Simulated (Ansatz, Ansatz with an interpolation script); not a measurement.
**Cs2LiYCl6 (Fm-3m): what limits a Wannier interpolation of GW**

How do the Wannier model and the GW settings move the interpolated bands of Cs2LiYCl6 (Fm-3m)?

Main program and level: Ansatz 0.2.0; maximally localised Wannier functions, LDA, plane waves, PAW; PAW set soft_1.

Report form: the programs' logs are mostly left out.

### Step 1. Set-up

Symmetry: Fm-3m, No. 225, cubic system. Conventional cell: a = 10.486 Å, b = 10.486 Å, c = 10.486 Å, α = 90.00°, β = 90.00°, γ = 90.00°. Cs has 12 Cl at 3.71 Å nearest. Nearest to Li lie 6 Cl at 2.62 Å. Y has 6 Cl at 2.63 Å nearest. Cl has 1 Li at 2.62 Å and 1 Y at 2.63 Å and 4 Cs at 3.71 Å nearest. Farther neighbours and most contacts between anions are not listed.

As a file:

```cif
data_structure
_symmetry_space_group_name_H-M 'P 1'
_symmetry_Int_Tables_number 1
_cell_length_a 7.4145
_cell_length_b 7.4145
_cell_length_c 7.4145
_cell_angle_alpha 60.000
_cell_angle_beta 60.000
_cell_angle_gamma 60.000
_cell_volume 288.23
loop_
_atom_site_label
_atom_site_type_symbol
_atom_site_fract_x
_atom_site_fract_y
_atom_site_fract_z
_atom_site_occupancy
Cs1 Cs 0.25000 0.25000 0.25000 1
Cs2 Cs 0.75000 0.75000 0.75000 1
Li3 Li 0.50000 0.50000 0.50000 1
Y4 Y 0.00000 0.00000 0.00000 1
Cl5 Cl 0.74954 0.25046 0.25046 1
Cl6 Cl 0.25046 0.74954 0.25046 1
Cl7 Cl 0.25046 0.74954 0.74954 1
Cl8 Cl 0.74954 0.25046 0.74954 1
Cl9 Cl 0.25046 0.25046 0.74954 1
Cl10 Cl 0.74954 0.74954 0.25046 1
```

The cell and positions come from the Crystallography Open Database and are kept as given unless a step says otherwise. Spin-orbit coupling is left out unless a step names it.

### Step 2. Wannier model on 4×4×4

Localised functions give a small Hamiltonian that interpolates between mesh points at no cost.

input.yaml

```yaml
crystal:
  lattice:
    - [0.0, 5.24285, 5.24285]
    - [5.24285, 0.0, 5.24285]
    - [5.24285, 5.24285, 0.0]
  atoms:
    - { symbol: Cs, position: [0.25, 0.25, 0.25] }
    - { symbol: Cs, position: [0.75, 0.75, 0.75] }
    - { symbol: Li, position: [0.5, 0.5, 0.5] }
    - { symbol: "Y", position: [0.0, 0.0, 0.0] }
    - { symbol: Cl, position: [0.74954, 0.25046, 0.25046] }
    - { symbol: Cl, position: [0.25046, 0.74954, 0.25046] }
    - { symbol: Cl, position: [0.25046, 0.74954, 0.74954] }
    - { symbol: Cl, position: [0.74954, 0.25046, 0.74954] }
    - { symbol: Cl, position: [0.25046, 0.25046, 0.74954] }
    - { symbol: Cl, position: [0.74954, 0.74954, 0.25046] }
kpoints:
  mp_grid: { grid: [2, 2, 2] }
hamiltonian:
  xc: lda
  pseudopotentials: { kind: paw, azcp: { folder: soft_1 }, xc_functional: pbe }
scf:
  occupations: { method: fixed }
  n_extra_bands: 153
output:
  wannier:
    kmesh: [4, 4, 4]
    projections:
      - { species: Cl, l: p, shell: 3 }
      - { species: Cs, l: s, shell: 6 }
      - { species: "Y", l: d, shell: 4 }
    minimise: true
    write_hr: true
    seedname: w
    conv_tol: 1.0e-06
    max_iter: 20000
    stability_check: false
    disentanglement:
      window: [-0.92, 14.09]
      frozen_window: [-0.92, 8.28]
      conv_tol: 1.0e-08
```

Run with:

```console
ansatz run input.yaml --threads 2 --pin off --max-ram 92160MiB --backend cuda --events-out ev --progress --plain --runs-dir out --devices 1 --max-vram 13GiB
```

Elapsed: 18 s, on 1 × NVIDIA H100 80GB HBM3 (shared by 6 runs) with 2 threads of AMD EPYC 7R13 (Zen 3), shared host; peak memory 1.3 GiB; 21 s of CPU time.

Numbers from this step:

| Property | Result |
| --- | --- |
| gauge-invariant spread | 53.10 Å² |
| diagonal spread | 0.003630 Å² |
| off-diagonal spread | 1.490 Å² |
| total spread | 54.59 Å² |
| least projectability | 0.5445 |
| localisation steps | 23 |
| disentanglement steps | 93 |
| r.m.s. interpolation error | 0.004123 eV |
| r.m.s. error near the gap | 0.004334 eV |

Near the gap the model misses directly solved bands by 4.3 meV r.m.s. and by 69 meV at most in the window tested. This tests the starting bands, not the corrections carried with them.

### Step 3. Wannier model on 2×2×2

input.yaml, as its differences from that of step 2:

```diff
@@ -26,3 +26,3 @@
   wannier:
-    kmesh: [4, 4, 4]
+    kmesh: [2, 2, 2]
     projections:
```

Wall time 10 s (1 × NVIDIA H100 80GB HBM3 (shared by 6 runs) with 2 threads); peak memory 1 GiB.

Numbers from this step:

| Item | Value |
| --- | --- |
| gauge-invariant spread | 44.49 Å² |
| diagonal spread | 0.002930 Å² |
| off-diagonal spread | 1.719 Å² |
| total spread | 46.21 Å² |
| least projectability | 0.5441 |
| localisation steps | 13 |
| disentanglement steps | 29 |
| r.m.s. interpolation error | 0.01705 eV |
| r.m.s. error near the gap | 0.01768 eV |

Near the gap the model misses directly solved bands by 17.7 meV r.m.s. and by 313 meV at most in the window tested. This tests the starting bands, not the corrections carried with them.

Frozen up to 6.05 eV; above it the model need not follow the bands. The electronic bands at the labelled points (eV, zero at the valence-band top; v1 is the highest filled band, c1 the lowest empty one):

| point | v4 | v3 | v2 | v1 | c1 | c2 | c3 | c4 |
| --- | --- | --- | --- | --- | --- | --- | --- | --- |
| Γ | -0.22 | 0.00 | 0.00 | 0.00 | 4.75 | 4.75 | 4.75 | 5.33 |
| halfway | -0.38 | -0.25 | -0.25 | -0.01 | 4.80 | 5.04 | 5.04 | 6.67 |
| X | -0.74 | -0.45 | -0.45 | -0.02 | 4.87 | 5.35 | 5.35 | 7.39 |
| halfway | -0.65 | -0.51 | -0.44 | -0.05 | 4.90 | 5.32 | 5.33 | 7.40 |
| U | -0.56 | -0.50 | -0.41 | -0.13 | 4.97 | 5.25 | 5.27 | 7.43 |
| jump to K | -0.56 | -0.50 | -0.41 | -0.13 | 4.97 | 5.25 | 5.27 | 7.43 |
| halfway | -0.27 | -0.25 | -0.18 | -0.13 | 4.91 | 4.96 | 4.97 | 6.78 |
| Γ | -0.22 | 0.00 | 0.00 | 0.00 | 4.75 | 4.75 | 4.75 | 5.33 |
| halfway | -0.25 | -0.15 | -0.15 | -0.10 | 4.85 | 4.90 | 4.90 | 6.37 |
| L | -0.36 | -0.30 | -0.28 | -0.28 | 4.95 | 5.04 | 5.04 | 7.48 |
| halfway | -0.49 | -0.39 | -0.28 | -0.27 | 5.03 | 5.07 | 5.18 | 7.46 |
| W | -0.69 | -0.53 | -0.25 | -0.25 | 5.10 | 5.10 | 5.34 | 7.44 |
| halfway | -0.52 | -0.52 | -0.48 | -0.08 | 4.94 | 5.27 | 5.34 | 7.41 |
| X | -0.74 | -0.45 | -0.45 | -0.02 | 4.87 | 5.35 | 5.35 | 7.39 |

The same for Kohn-Sham, solved directly:

| point | v4 | v3 | v2 | v1 | c1 | c2 | c3 | c4 |
| --- | --- | --- | --- | --- | --- | --- | --- | --- |
| Γ | -0.22 | 0.00 | 0.00 | 0.00 | 4.75 | 4.75 | 4.75 | 5.33 |
| X | -0.74 | -0.45 | -0.45 | -0.02 | 4.87 | 5.35 | 5.35 | 6.18 |
| U | -0.57 | -0.50 | -0.42 | -0.13 | 4.96 | 5.25 | 5.28 | 6.39 |
| K | -0.57 | -0.50 | -0.42 | -0.13 | 4.96 | 5.25 | 5.28 | 6.39 |
| Γ | -0.22 | 0.00 | 0.00 | 0.00 | 4.75 | 4.75 | 4.75 | 5.33 |
| L | -0.36 | -0.30 | -0.28 | -0.28 | 4.95 | 5.04 | 5.04 | 6.80 |
| W | -0.68 | -0.55 | -0.26 | -0.26 | 5.09 | 5.09 | 5.35 | 6.47 |
| X | -0.74 | -0.45 | -0.45 | -0.02 | 4.87 | 5.35 | 5.35 | 6.18 |

### Step 4. A faulty Wannier input

This step: maximally localised Wannier functions, LDA, plane waves, PAW.

input.yaml, as its differences from that of step 3:

```diff
@@ -35,3 +35,3 @@
     conv_tol: 1.0e-06
-    max_iter: 20000
+    max_iter: 3
     stability_check: false
```

Run with:

```console
ansatz run input.yaml --threads 2 --pin off --max-ram 92160MiB --backend cpu --events-out ev --progress --plain --runs-dir out
```

The job ended after 0.19 s (2 threads; peak memory 0.088 GiB).

The input was rejected at the start.

The program's message: “Error: invalid value for `output.wannier.max_iter`: must be ≥ 5; got 3”

The fault put into this input: too few iterations.

### Step 5. G0W0: 2×2×2 mesh, 755 empty bands, screening to 110 eV, PAW set soft_1 files

G0W0 replaces the xc potential by the self-energy, built once from these orbitals. Only a window of levels is corrected, while the sums run over the empty bands that the input names.

This step: G0W0 on LDA, plane waves, PAW; PAW set soft_1.

input.yaml, the sections that differ from step 4:

```yaml
scf:
  occupations: { method: fixed }
gw:
  n_empty_bands: 755
  ecut_chi: 110.0
  qp_bands: [v18, c4]
  screening: { model: contour_deformation }
# crystal, kpoints, hamiltonian: as in step 4
# output: removed
```

Run with:

```console
ansatz run input.yaml --threads 2 --pin off --max-ram 92160MiB --backend cuda --events-out ev --progress --plain --runs-dir out --devices 1 --max-vram 13GiB
```

Wall time 23 s (1 × NVIDIA H100 80GB HBM3 (shared by 6 runs) with 2 threads); peak memory 1.7 GiB.

The G0W0 gap on the mesh is 7.586 eV.

### Step 6. G0W0: 4×4×4 mesh, 266 empty bands, screening to 55 eV, PAW set soft_1 files

input.yaml, as its differences from that of step 5:

```diff
@@ -17,3 +17,3 @@
 kpoints:
-  mp_grid: { grid: [2, 2, 2] }
+  mp_grid: { grid: [4, 4, 4] }
 hamiltonian:
@@ -24,4 +24,4 @@
 gw:
-  n_empty_bands: 755
-  ecut_chi: 110.0
+  n_empty_bands: 266
+  ecut_chi: 55
   qp_bands: [v18, c4]
```

Run time: 36 s. Hardware: 1 × NVIDIA H100 80GB HBM3 (shared by 6 runs) with 2 threads; peak memory 1.5 GiB.

The G0W0 gap on the mesh is 7.541 eV.

### Step 7. G0W0: 2×2×2 mesh, 350 empty bands, screening to 66 eV, PAW set soft_1 files

input.yaml, as its differences from that of step 6:

```diff
@@ -17,3 +17,3 @@
 kpoints:
-  mp_grid: { grid: [4, 4, 4] }
+  mp_grid: { grid: [2, 2, 2] }
 hamiltonian:
@@ -24,4 +24,4 @@
 gw:
-  n_empty_bands: 266
-  ecut_chi: 55
+  n_empty_bands: 350
+  ecut_chi: 66
   qp_bands: [v18, c4]
```

It took 18 s on 1 × NVIDIA H100 80GB HBM3 (shared by 6 runs) with 2 threads; peak memory 1.3 GiB.

The G0W0 gap on the mesh is 7.516 eV.

### Step 8. G0W0: 2×2×2 mesh, 755 empty bands, screening to 110 eV, plasmon pole, PAW set soft_1 files

input.yaml, as its differences from that of step 7:

```diff
@@ -24,5 +24,5 @@
 gw:
-  n_empty_bands: 350
-  ecut_chi: 66
+  n_empty_bands: 755
+  ecut_chi: 110.0
   qp_bands: [v18, c4]
-  screening: { model: contour_deformation }
+  screening: { model: godby_needs }
```

It took 32 s on 1 × NVIDIA H100 80GB HBM3 (shared by 6 runs) with 2 threads; peak memory 1.9 GiB; 41 s of CPU time.

The G0W0 gap on the mesh is 7.623 eV.

### Step 9. Interpolated results

Times are wall times on 1 × NVIDIA H100 80GB HBM3 (shared by 6 runs) with 2 threads of AMD EPYC 7R13 (Zen 3), shared host, good to a factor of about two.

| GW mesh | empty bands | cutoff (eV) | frequency | gap on mesh (eV) | gap over zone (eV) | direct gap (eV) | valence width (eV) | GW time |
| --- | --- | --- | --- | --- | --- | --- | --- | --- |
| 2×2×2 | 755 | 110 | contour deformation | 7.586 | 7.586 | 7.586 | 3.152 | 23 s |
| 4×4×4 | 266 | 55 | contour deformation | 7.541 | 7.533 | 7.533 | 3.256 | 36 s |
| 2×2×2 | 350 | 66 | contour deformation | 7.516 | 7.516 | 7.516 | 3.231 | 18 s |
| 2×2×2 | 755 | 110 | plasmon pole | 7.623 | 7.623 | 7.623 | 3.260 | 32 s |

### Step 10. Outcome

| Quantity | Value |
| --- | --- |
| 2×2×2 mesh, 755 empty bands, screening to 110 eV, PAW set soft_1 files | 7.59 eV |
| 4×4×4 mesh, 266 empty bands, screening to 55 eV, PAW set soft_1 files | 7.53 eV |
| 2×2×2 mesh, 350 empty bands, screening to 66 eV, PAW set soft_1 files | 7.52 eV |
| 2×2×2 mesh, 755 empty bands, screening to 110 eV, plasmon pole, PAW set soft_1 files | 7.62 eV |

What this shows: The largest change, −0.07 eV in the gap over the zone, comes with 2×2×2 mesh, 350 empty bands, screening to 66 eV, PAW set soft_1 files. The first run is a reference, not a converged one, and where a row moves several settings no single cause can be named. Rows on another GW mesh add that mesh's corrections to the bands of the one model. Coarser Wannier mesh (2×2×2): the miss near the gap goes from 4 (the model on 4×4×4) to 18 meV and the total spread from 54.6 to 46.2 Å². With 4×4×4 mesh, 266 empty bands, screening to 55 eV, PAW set soft_1 files the gap over the zone moves by −0.05 eV and that on the mesh by −0.04 eV. With 2×2×2 mesh, 350 empty bands, screening to 66 eV, PAW set soft_1 files the gap over the zone moves by −0.07 eV and that on the mesh by −0.07 eV. With 2×2×2 mesh, 755 empty bands, screening to 110 eV, plasmon pole, PAW set soft_1 files the gap over the zone moves by +0.04 eV and that on the mesh by +0.04 eV. Gaps over the zone and on the mesh differ where an edge lies off the mesh, or where a GW run starts from another density: the starting gap over the zone is 4.745 eV, on the GW meshes it is 4.745 eV and 4.753 eV. The 2×2×2 mesh is coarse for this cell (its supercell is 15 Å along the shortest edge). The RPA ε∞ on it, from the LDA start, is 2.98; such meshes misread the long-range screening, most where the gap is narrow. The many-body steps are scalar-relativistic: spin-orbit coupling is not in them.

[Paths, hosts, dates, memory and timing lines, banners, echoed tables and standing remarks are left out of the program output.]

[Logs are printed without paths, hosts, clocks, repeated set-up lines and the standing remarks that a program may print on its own settings, such as how far it seeks lower states.]

[Runs of the session that timed out or met a known fault of the program may be left out.]

[Hosts, paths, dates, database ids (printed as entryN), source tags and the programs' standing remarks are cut or masked in the printed files.]
